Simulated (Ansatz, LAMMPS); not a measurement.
**A faulty run on liquid 1,4-dioxane at 300 K (140 atoms)**

Program: Ansatz 0.2.0. The cell: 40 C, 20 O and 80 H.

Input file input.yaml:

```yaml
crystal:
  lattice:
    - [11.24102, 0.0, 0.0]
    - [0.0, 11.24102, 0.0]
    - [0.0, 0.0, 11.24102]
  ATOMS:
    - { symbol: C, position: [0.93905, 0.87458, 0.42725] }
    - { symbol: C, position: [0.93523, 0.75087, 0.48158] }
    - { symbol: O, position: [0.05073, 0.69708, 0.49086] }
    - { symbol: C, position: [0.13679, 0.78909, 0.5073] }
    - { symbol: C, position: [0.09146, 0.90032, 0.57125] }
    - { symbol: O, position: [0.00446, 0.96202, 0.49506] }
    - { symbol: H, position: [0.98459, 0.87511, 0.33995] }
    - { symbol: H, position: [0.85066, 0.91356, 0.42195] }
    - { symbol: H, position: [0.89017, 0.75011, 0.5682] }
    - { symbol: H, position: [0.88654, 0.681, 0.43296] }
    - { symbol: H, position: [0.20947, 0.75171, 0.55685] }
    - { symbol: H, position: [0.16113, 0.81436, 0.41513] }
    - { symbol: H, position: [0.16178, 0.96491, 0.5993] }
    - { symbol: H, position: [0.03857, 0.87965, 0.65195] }
    - { symbol: C, position: [0.03093, 0.54105, 0.93098] }
    - { symbol: C, position: [0.09402, 0.43763, 0.87364] }
    - { symbol: O, position: [0.10807, 0.46102, 0.75144] }
    - { symbol: C, position: [0.1355, 0.58098, 0.72038] }
    [... 116 atom lines left out ...]
    - { symbol: H, position: [0.87574, 0.26993, 0.39953] }
    - { symbol: H, position: [0.96003, 0.1556, 0.31995] }
    - { symbol: H, position: [0.09276, 0.49171, 0.34367] }
    - { symbol: H, position: [0.08294, 0.42803, 0.19617] }
    - { symbol: H, position: [0.91152, 0.56913, 0.22489] }
    - { symbol: H, position: [0.8767, 0.49937, 0.36072] }
kpoints:
  mp_grid: { grid: [1, 1, 1] }
hamiltonian:
  xc: pbe
  dispersion: d4
scf:
  occupations: { method: fermi_dirac, width: 0.025 }
  max_iter: 100
output:
  forces: true
```

Launch:

```
ansatz run input.yaml --threads 8 --pin off --max-ram 15872MiB --backend cpu --events-out ev --progress --plain --runs-dir out
```

Log:

```text
Error: YAML parse error: error: line 6 column 3: unknown field `ATOMS`, expected one of checkpoint, saddle_side, structure_sha256, lattice, periodic, space_group, setting, atoms, reduce_to_primitive, conventional_axes, supercell, defects, symmetry, host
 --> <input>:6:3
  |
4 |     - [0.0, 11.24102, 0.0]
5 |     - [0.0, 0.0, 11.24102]
6 |   ATOMS:
  |   ^ unknown field `ATOMS`, expected one of checkpoint, saddle_side, structure_sha256, lattice, periodic, space_group, setting, atoms, reduce_to_primitive, conventional_axes, supercell, defects, symmetry, host
7 |     - { symbol: C, position: [0.93905, 0.87458, 0.42725] }
8 |     - { symbol: C, position: [0.93523, 0.75087, 0.48158] }
  |
```

The job ended after 0.02 s (8 threads of AMD EPYC 9R45, shared host; peak memory 0.025 GiB).

**Question.** What is wrong with this input, and how is it mended?

A misspelt key: crystal.atoms = "ATOMS".

The fix is to spell the key as the program knows it.

The program refused it before any cycle.

[Logs are printed without paths, hosts, clocks, repeated set-up lines and the standing remarks that a program may print on its own settings, such as how far it seeks lower states.]

[Hosts, paths, dates, database ids (printed as entryN), source tags and the programs' standing remarks are cut or masked in the printed files.]
